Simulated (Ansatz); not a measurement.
# Lattice dynamics of V2CF2 monolayer

The cell of V2CF2 monolayer is at rest. What are its phonons? After the zone centre comes a 4×4×1 q mesh on a 20×20×1 k mesh.

Calculated with Ansatz 0.2.0; DFT PBE, scalar-relativistic, plane waves, PAW; PAW set soft_1.

## (1) The structure

The cell holds 5 atoms: 1 C, 2 V and 2 F. Cell: a = 2.986 Å, b = 2.986 Å, c = 33.200 Å, α = 90.0°, β = 90.0°, γ = 120.0°. Vacuum lies along c.

## (2) Modes at Γ

The cell comes from relaxations at this level that are not shown. The zone centre comes first: it holds the modes that light can see, as far as symmetry allows. No field response is asked, since the mesh shows no gap.

Contents of input.yaml:

```yaml
crystal:
  lattice:
    - [2.986102731, 0.0, 0.0]
    - [-1.4930513655, 2.5860408234, 0.0]
    - [0.0, 0.0, 33.2]
  atoms:
    - { symbol: C, position: [0.0, 0.0, 0.3012048193] }
    - { symbol: V, position: [0.3333333333, 0.6666666667, 0.331912456] }
    - { symbol: V, position: [0.6666666667, 0.3333333333, 0.2704971826] }
    - { symbol: F, position: [0.6666666667, 0.3333333333, 0.3704953277] }
    - { symbol: F, position: [0.3333333333, 0.6666666667, 0.2319143109] }
  periodic: [true, true, false]
kpoints:
  mp_grid: { grid: [18, 18, 1] }
hamiltonian:
  xc: pbe
  pseudopotentials: { kind: paw, azcp: { folder: soft_1 } }
scf:
  occupations: { method: methfessel_paxton, width: 0.2 }
output:
  eigenvalues: true
phonons:
  method: dfpt
```

Started as:

```bash
> ansatz run input.yaml --threads 4 --pin off --max-ram 16384MiB --backend cpu --events-out ev --progress --plain --runs-dir out
```

Numbers of over 12 decimals in the logs are rounded to 6 here.

Log:

```text
Warning: crystal.symmetry: narrowed to the stabiliser of the run's FFT grids — unitary ops 12 → 6. A phonons.method: dfpt run fills in the rows of the dynamical matrix that it does not solve by its symmetry operations, which is exact only for operations that map its FFT grids onto themselves: filled in by any other, the frequencies could depend on the order in which like atoms are typed, or, by more than the grids' own error, on where the crystal sits among the grids' points. Excluded: 6 operations. The run can therefore solve more perturbations, solve them on more k-points, or both, and cost more. [rest of the remark cut]
Engine: ansatz 0.2.0, aarch64-unknown-linux-gnu
Pseudopotentials: kind: paw
Pseudopotential: C, paw, valence charge 4, recommended cutoff 420 eV (normal), soft_1/C.paw.azcp
Pseudopotential: V, paw, valence charge 13, recommended cutoff 420 eV (normal), soft_1/V.paw.azcp
Pseudopotential: F, paw, valence charge 7, recommended cutoff 420 eV (normal), soft_1/F.paw.azcp
Functional definition: PBE
  parameter kappa = 0.804
  parameter beta = 0.066725
  exchange = pbe_x(kappa = kappa, mu = beta*pi^2/3)
  correlation = pbe_c(beta = beta)
Crystal: 5 atoms, lattice volume = 256.376 Å³
Basis set: ecut = 420 eV, 4851 PW (Γ), exchange–correlation on 40×40×450 points (8 copies of the dense FFT grid, shifted against one another)
Bands: 27, of which v1, the nominal top of the filled ones, is band 22 counted from 1 (21 counted from 0)
Symmetry: 12 space group operations
k-points: 91 of 324 (irreducible under 2 space group operations, time reversal used)
Non-local potential: C, projectors of the file, l = 0: 2, l = 1: 2, l = 2: 1
Non-local potential: V, projectors of the file, l = 0: 3, l = 1: 2, l = 2: 3, l = 3: 1
Non-local potential: F, projectors of the file, l = 0: 2, l = 1: 2, l = 2: 1
PAW form: soft (Blöchl's): semilocal exchange-correlation on the pseudo side does not see the compensation charge
PAW one-centre angular grid: C, 110 points (default); XC on 64 Gauss nodes
PAW one-centre angular grid: V, 590 points (default); XC on 64 Gauss nodes
PAW one-centre angular grid: F, 110 points (default); XC on 64 Gauss nodes
Initial density: superposition of atomic densities (neutral atoms: chi_scale 0, normalization atom)
Initial wavefunctions: pseudopotential atomic-orbital guess
Functional: x = pbe(κ = 0.804, μ = 0.219515), c = pbe(β = 0.066725)
SCF iter   1: F=—  HF=-7700.319329 eV  |F-HF|=—  |Δ(HF+E_count)|=         —  Δρ=7.43e-2  dr2=2.09e1  ethr=3.10e-3  ⟨swp⟩=12.7  Hψ=17770  notcnv=0
preconditioner: auto → LDOS  [metal: Δε(μ)=0.033 eV  Ē_g=10.569 eV  σ=0.200 eV  W_gap=0.14  n_scr=20 (ndim 8)  ℏωp=12.3 eV  f_vac=0.776  D(μ)=2.00/eV (n_scr^D=12)  β→1.0]
SCF iter   2: F=—  HF=-7701.051353 eV  |F-HF|=—  |Δ(HF+E_count)|=   7.32e-1  S|Δr|=    0.00e0  Δρ=9.59e-2  dr2=2.85e1  ethr=3.10e-3  ⟨swp⟩=8.2  Hψ=24433  notcnv=0
automatic band count: the SCF goes on with 32 bands, as 27 were too few: the levels above may hold too much charge
SCF iter   3: F=—  HF=-7695.344200 eV  |F-HF|=—  |Δ(HF+E_count)|=    5.71e0  S|Δr|=    0.00e0  Δρ=1.16e-2  dr2=2.12e-1  ethr=3.10e-3  ⟨swp⟩=5.0  Hψ=8804  notcnv=0  defer=145
SCF iter   4: F=—  HF=-7695.307703 eV  |F-HF|=—  |Δ(HF+E_count)|=   3.65e-2  S|Δr|=    0.00e0  Δρ=2.40e-3  dr2=8.27e-3  ethr=4.81e-4  ⟨swp⟩=3.2  Hψ=6569  notcnv=0  defer=163
SCF iter   5: F=—  HF=-7695.309599 eV  |F-HF|=—  |Δ(HF+E_count)|=   1.90e-3  S|Δr|=    0.00e0  Δρ=1.09e-3  dr2=2.47e-3  ethr=1.88e-5  ⟨swp⟩=3.3  Hψ=5815  notcnv=0  defer=163
SCF iter   6: F=—  HF=-7695.309132 eV  |F-HF|=—  |Δ(HF+E_count)|=   4.67e-4  S|Δr|=    0.00e0  Δρ=4.19e-4  dr2=4.38e-4  ethr=5.61e-6  ⟨swp⟩=3.3  Hψ=5537  notcnv=0  defer=163
SCF iter   7: F=—  HF=-7695.309067 eV  |F-HF|=—  |Δ(HF+E_count)|=   6.44e-5  S|Δr|=    0.00e0  Δρ=5.72e-5  dr2=3.68e-6  ethr=9.94e-7  ⟨swp⟩=3.0  Hψ=5198  notcnv=0  defer=163
SCF iter   8: F=—  HF=-7695.309064 eV  |F-HF|=—  |Δ(HF+E_count)|=   2.99e-6  S|Δr|=    0.00e0  Δρ=2.26e-5  dr2=1.19e-6  ethr=8.35e-9  ⟨swp⟩=3.9  Hψ=7455  notcnv=0  defer=163
SCF iter   9: F=—  HF=-7695.309065 eV  |F-HF|=—  |Δ(HF+E_count)|=   3.21e-7  S|Δr|=    0.00e0  Δρ=6.79e-6  dr2=9.33e-8  ethr=2.70e-9  ⟨swp⟩=3.5  Hψ=5126  notcnv=0  defer=163
SCF iter  10: F=—  HF=-7695.309065 eV  |F-HF|=—  |Δ(HF+E_count)|=   1.33e-7  S|Δr|=    0.00e0  Δρ=1.00e-6  dr2=2.12e-9  ethr=2.12e-10  ⟨swp⟩=3.0  Hψ=5553  notcnv=0  defer=163
SCF iter  11: F=—  HF=-7695.309065 eV  |F-HF|=—  |Δ(HF+E_count)|=   2.29e-8  S|Δr|=    0.00e0  Δρ=1.64e-7  dr2=5.58e-11  ethr=4.82e-12  ⟨swp⟩=4.4  Hψ=7265  notcnv=0  defer=163
SCF iter  12: F=-7695.309065 eV  HF=-7695.309065 eV  |F-HF|=8.91e-11  |Δ(HF+E_count)|=  3.35e-10  S|Δr|=    0.00e0  Δρ=3.03e-8  dr2=9.63e-13  ethr=1.00e-12  ⟨swp⟩=28.2  Hψ=27403  notcnv=0
SCF 1 converged in 12 iterations: F = -7695.309065 eV  dr2 = 9.63e-13
  greatest PAW one-centre occupation: 1.000 electrons in one spin orbital (limit 2), on the V atom at site 2 (counted from 0), in its partial waves of l = 0
DFPT response loops at Γ: preconditioner auto → none (partly filled bands, converged f_vac=0.786); β = 0.50; Broyden in place of MSR1
SCF converged after 12 iterations
Stability not checked: this state was not tested for a lower state beside it, because cold or Methfessel-Paxton smearing, or corrected tetrahedra, fill the levels in a way that the test cannot read (fill_not_monotonic; see scf.lower_state_search)
Free energy (F): -7695.309065 eV
Harris-Foulkes:  -7695.309065 eV  (|F-HF|=8.91e-11)
Internal energy: -7695.309425 eV  (E = F + TS)
E sigma→0 (E₀):  -7695.309155 eV
Entropy (-TS):   0.000360 eV (0.072 meV/atom)
Fermi energy:    -5.334886 eV
--- Per-component energies (eV) ---
  E_band       = -1198.566147
  E_kinetic    = 1075.294663
  E_local      = -150502.966773  (includes V_loc(G=0)·N_el)
  E_nonlocal   = 360.381384
  E_hartree    = 74497.421987
  E_xc         = -432.191842
  E_vxc        = -548.035314  (∫ρ·V_xc dr)
  E_paw        = -2760.687302  (= ΣΔE_a)
  E_vpaw       = -578.087429  (= ΣTr[D̂ρ^β])
  E_aug_tail   = 0.003405  (compensation charges beyond the density's cutoff)
  E_ewald      = 70067.435053
  E_smearing   = 0.000360  (= −TS)
  E_closure    = 0.000000  (closes the sum)
  Σ components = -7695.309065   (vs F -7695.309065, Δ=0.00e0)
--- Band table (eV; the first three rows and the last of 91) ---
  k-point 0: bands = [... 18 lower, -9.0219, -9.0219, -6.6428, -6.6428, -5.7845, -4.7721, -4.7721, -4.5193, ... 6 higher]
  k-point 1: bands = [... 18 lower, -9.1356, -9.0572, -6.6706, -6.5860, -5.7748, -4.7971, -4.7635, -4.5249, ... 6 higher]
  k-point 2: bands = [... 18 lower, -9.4194, -9.1455, -6.7733, -6.4281, -5.7300, -4.8444, -4.7359, -4.5304, ... 6 higher]
  k-point 90: bands = [... 18 lower, -10.1889, -9.4462, -6.5701, -6.0875, -4.7356, -4.5354, -4.2815, -4.0001, ... 6 higher]
  ° read free of the cell's end (the report's vacuum.weakly_bound_levels)
--- Phonons (Γ-DFPT): 10 representative perturbations + reference, on 91 of 324 k-points (Σ response iterations 53) ---
  ASR residual: 7.338e-5 → 0.000e0 eV/Å²; symmetrization residual: 5.395e-6 eV/Å²
  The last average, over the group as it would stand without the narrowing to the FFT grids, took up to 1.861e-6 eV/Å² of the zone centre's force constants
  ASR residual per site (eV/Å²): 3.03e-5 6.15e-5 7.34e-5 1.74e-5 1.34e-5
  Γ frequencies (cm⁻¹): 0.00 0.00 0.00 197.83 197.83 219.94 219.94 272.49 272.49 292.21 453.43 525.07 634.67 759.04 759.04
  non-analytic LO–TO correction: not included (Born effective charges unavailable; polar crystals: no LO–TO splitting at Γ)
```

The job ended after 3.9 min (4 threads of Arm Neoverse V2, shared host; peak memory 2.4 GiB; 15 min of CPU time).

In the SCF lines HF is the Harris–Foulkes energy and dr2 the Hartree energy of the density residual, in eV; the loop may stop once dr2 is under the threshold and the program's other checks hold. Hψ counts applications of the Hamiltonian.

This run has no spin polarisation, although V can carry a moment.

This step gave:

```yaml
gap_on_the_k_mesh: 0 eV
sum_rule_residual_before_enforcement: 7.34e-5 eV/Å²
point_group: -3m
area_per_atom: 1.544 Å²
highest_optical_mode_at_the_zone_centre_no_lo_to_term: 759.0 cm⁻¹
lowest_optical_zone_centre_mode: 197.8 cm⁻¹
```

Patterns of degenerate modes are one choice out of their space. Modes at Γ, with each element's share of the kinetic energy:

```csv
mode,frequency (cm⁻¹),symmetry,C %,V %,F %
1,0.0,acoustic,8,67,25
2,0.0,acoustic,8,67,25
3,0.0,acoustic,8,67,25
4,197.8,Eg,0,11,89
5,197.8,Eg,0,11,89
6,219.9,Eu,1,24,75
7,219.9,Eu,1,24,75
8,272.5,Eg,0,89,11
9,272.5,Eg,0,89,11
10,292.2,A1g,0,41,59
11,453.4,A2u,0,26,74
12,525.1,A1g,0,59,41
13,634.7,A2u,92,7,1
14,759.0,Eu,91,9,0
15,759.0,Eu,91,9,0
```

Displacements in mode 4 (197.8 cm⁻¹), the largest set to 1:
```
C1   0.00  0.00  0.00
V2  -0.21  0.19  0.00
V3   0.21 -0.19  0.00
F4  -1.00  0.91  0.00
F5   1.00 -0.91  0.00
```

Displacements in mode 10 (292.2 cm⁻¹), the largest set to 1:
```
C1   0.00  0.00  0.00
V2   0.00  0.00 -0.51
V3   0.00  0.00  0.51
F4   0.00  0.00 -1.00
F5   0.00  0.00  1.00
```

Before it was imposed, the acoustic sum rule was missed by 7.3e-5 eV/Å². Small misses are needed for a sound result but don't prove that mesh and cutoff are converged. The lowest optical mode is real, 198 cm⁻¹.

## (3) The dispersion

Stability and thermal properties need the whole zone. Linear response on a 4×4×1 q mesh gives force constants as far as a supercell of that size would.

Changes to input.yaml since step 2:

```diff
@@ -13,3 +13,3 @@
 kpoints:
-  mp_grid: { grid: [18, 18, 1] }
+  mp_grid: { grid: [20, 20, 1] }
 hamiltonian:
@@ -23 +23,10 @@
   method: dfpt
+  qmesh: [4, 4, 1]
+  temperatures: { t_max: 1000, t_step: 50 }
+  qpath:
+    path:
+      - [0.0, 0.0, 0.0]
+      - [0.5, 0.0, 0.0]
+      - [0.33333333, 0.33333333, 0.0]
+      - [0.0, 0.0, 0.0]
+    npoints: 10
```

Log:

```text
[...]
Crystal: 5 atoms, lattice volume = 256.376 Å³
Basis set: ecut = 420 eV, 4851 PW (Γ), exchange–correlation on 40×40×450 points (8 copies of the dense FFT grid, shifted against one another)
Bands: 27, of which v1, the nominal top of the filled ones, is band 22 counted from 1 (21 counted from 0)
Symmetry: 12 space group operations
k-points: 44 of 400 (irreducible under 6 space group operations, time reversal used)
[...]
SCF iter   1: F=—  HF=-7700.321081 eV  |F-HF|=—  |Δ(HF+E_count)|=         —  Δρ=7.43e-2  dr2=2.09e1  ethr=3.10e-3  ⟨swp⟩=12.7  Hψ=8640  notcnv=0
[...]
SCF iter  12: F=-7695.309497 eV  HF=-7695.309497 eV  |F-HF|=5.91e-11  |Δ(HF+E_count)|=  4.47e-10  S|Δr|=    0.00e0  Δρ=2.50e-8  dr2=1.13e-12  ethr=1.00e-12  ⟨swp⟩=28.8  Hψ=12993  notcnv=0
SCF 1 converged in 12 iterations: F = -7695.309497 eV  dr2 = 1.13e-12
[...]
phonons: the bands overlap, so this run is a metal and interpolates without the dipole-dipole term. If the crystal is really an insulator or semiconductor, its LO-TO splitting is missing
NSCF: frozen V_eff on 44 k-points
[...]
DFPT response loops at q = (0, 0, 0) (fractional): preconditioner auto → none (partly filled bands, converged f_vac=0.786); β = 0.50; Broyden in place of MSR1
[...]
SCF converged after 12 iterations
[...]
Free energy (F): -7695.309497 eV
[...]
Internal energy: -7695.311873 eV  (E = F + TS)
E sigma→0 (E₀):  -7695.310091 eV
Entropy (-TS):   0.002376 eV (0.475 meV/atom)
Fermi energy:    -5.338913 eV
[...]
--- Band table (eV; the first three rows and the last of 44) ---
  k-point 0: bands = [... 18 lower, -9.0219, -9.0219, -6.6431, -6.6431, -5.7847, -4.7725, -4.7725, -4.5197, ... 6 higher]
  k-point 1: bands = [... 18 lower, -9.1148, -9.0507, -6.6652, -6.5968, -5.7772, -4.7932, -4.7655, -4.5244, ... 6 higher]
  k-point 2: bands = [... 18 lower, -9.3548, -9.1253, -6.7458, -6.4668, -5.7431, -4.8361, -4.7434, -4.5307, ... 6 higher]
  k-point 43: bands = [... 18 lower, -10.4717, -9.3814, -6.0737, -5.6822, -5.4691, -4.4163, -4.3455, -4.0335, ... 6 higher]
  ° read free of the cell's end (the report's vacuum.weakly_bound_levels)
--- Phonons (Γ-DFPT): 10 representative perturbations + reference (Σ response iterations 48) ---
  ASR residual: 1.770e-5 → 0.000e0 eV/Å²; symmetrization residual: 6.592e-6 eV/Å²
[...]
ASR residual per site (eV/Å²): 1.77e-5 1.14e-5 1.68e-5 1.37e-5 9.15e-6
[...]
--- Phonons (arbitrary-q DFPT): 4 irreducible q on the 4×4×1 mesh ---
  q = [0.0000, 0.0000, 0.0000] (star 1, of the zone-centre solve; hermiticity 5.04e-7, symmetrization 1.08e-12, taken by the last average 7.36e-8): -0.00 -0.00 0.00 197.85 197.85 219.97 219.97 272.45 272.45 292.52 453.64 524.82 634.75 759.19 759.19
  q = [0.0000, 0.2500, 0.0000] (star 6, 15 solved perturbations on 210 of 400 k-point pairs; hermiticity 2.52e-7, symmetrization 1.60e-8, taken by the last average 4.43e-7): 97.59 102.98 166.86 203.66 216.15 226.56 238.40 255.90 263.74 325.80 417.67 425.39 638.51 762.89 763.22
[...]
q = [0.2500, 0.2500, 0.0000] (star 6, 10 solved perturbations in 3050 linear systems a pass and spin channel, the states on 400 of 400 k-point pairs; hermiticity 1.35e-7, symmetrization 6.67e-11, taken by the last average 8.91e-8): 83.18 140.09 206.14 226.87 235.52 241.96 244.63 261.92 271.23 336.11 374.27 383.45 650.57 754.29 770.87
  sum rule: each row above includes the acoustic sum rule's correction from the zone centre's row sums; it moved no ω² by more than (0.63 cm⁻¹)²
  mesh force constants: q→R imaginary residual 5.22e-18; ASR residual 1.770e-5 → 0.000e0 eV/Å²; symmetrization residual 1.421e-14 eV/Å²
  interpolated dispersion: 31 rows × 15 modes
  density of states and harmonic sums: on the 24×24×1 q-mesh, interpolated from the force constants of a 4×4×1 supercell (no non-analytic term)
  largest difference from the sums on the solved wave vectors: F 4.73e-2 eV, S 6.30e-5 and C_V 1.57e-5 eV/K
  zero-point energy: 0.318726 eV/cell   skipped modes (ω ≤ 0): 3   left out of the sums: 3.47e-4 of the cell's modes: C_V's classical limit lies that fraction below 3 k_B per atom; for a crystal, a wire or a layer, F and S can be off by more, and a phonons.interpolated_qmesh denser along its periods is the remedy for the sampling
```

The job ended after 33 min (4 threads; peak memory 5.9 GiB).

Numbers from this step:

| Quantity | Value |
| --- | --- |
| sum-rule residual before enforcement | 1.77e-5 eV/Å² |
| lowest frequency on the path | 0 cm⁻¹ |
| highest frequency on the path or at a solved wavevector | 771.2 cm⁻¹ |
| mean frequency | 342.9 cm⁻¹ |
| highest optical mode at the zone centre (no LO-TO term) | 759.2 cm⁻¹ |
| lowest mode on the q mesh (acoustic modes at Γ apart) | 83.18 cm⁻¹ |
| zero-point energy per atom | 63.75 meV |
| heat capacity at 300 K | 19.55 J/(mol atoms K) |
| vibrational entropy at 300 K | 20.34 J/(mol atoms K) |
| edges of the widest gap between branches, on path and mesh | 524.8, 634.1 cm⁻¹ |

Frequencies (cm⁻¹) solved at each irreducible wavevector; negative means imaginary. Frequencies by wavevector, by row:

| q in reciprocal lattice units | star | mode 1 | mode 2 | mode 3 | mode 4 | mode 13 | mode 14 | mode 15 |
| --- | --- | --- | --- | --- | --- | --- | --- | --- |
| 0 0 0 | 1 | 0 | 0 | 0 | 197.8 | 634.8 | 759.2 | 759.2 |
| 0 0.25 0 | 6 | 97.6 | 103 | 166.9 | 203.7 | 638.5 | 762.9 | 763.2 |
| 0 -0.5 0 | 3 | 108.7 | 143.2 | 211.9 | 223.2 | 650.8 | 755.5 | 763.9 |
| 0.25 0.25 0 | 6 | 83.2 | 140.1 | 206.1 | 226.9 | 650.6 | 754.3 | 770.9 |

Interpolated from a 4×4×1 q mesh. Phonon branches along the path, in cm⁻¹:

| point | branch 1 | branch 2 | branch 3 | branch 4 | branch 12 | branch 13 | branch 14 | branch 15 |
| --- | --- | --- | --- | --- | --- | --- | --- | --- |
| Γ | 0 | 0 | 0 | 198 | 525 | 635 | 759 | 759 |
| halfway | 98 | 103 | 167 | 204 | 425 | 638 | 763 | 763 |
| M | 109 | 143 | 212 | 223 | 416 | 651 | 756 | 764 |
| halfway | 119 | 123 | 205 | 223 | 398 | 652 | 756 | 767 |
| K | 137 | 148 | 148 | 239 | 366 | 655 | 763 | 763 |
| halfway | 91 | 108 | 192 | 213 | 410 | 641 | 759 | 768 |
| Γ | 0 | 0 | 0 | 198 | 525 | 635 | 759 | 759 |

(Part 1 of 2 ends here.)

[Logs are printed without paths, hosts, clocks, repeated set-up lines and the standing remarks that a program may print on its own settings, such as how far it seeks lower states.]

[Hosts, paths, dates, database ids (printed as entryN), source tags and the programs' standing remarks are cut or masked in the printed files.]
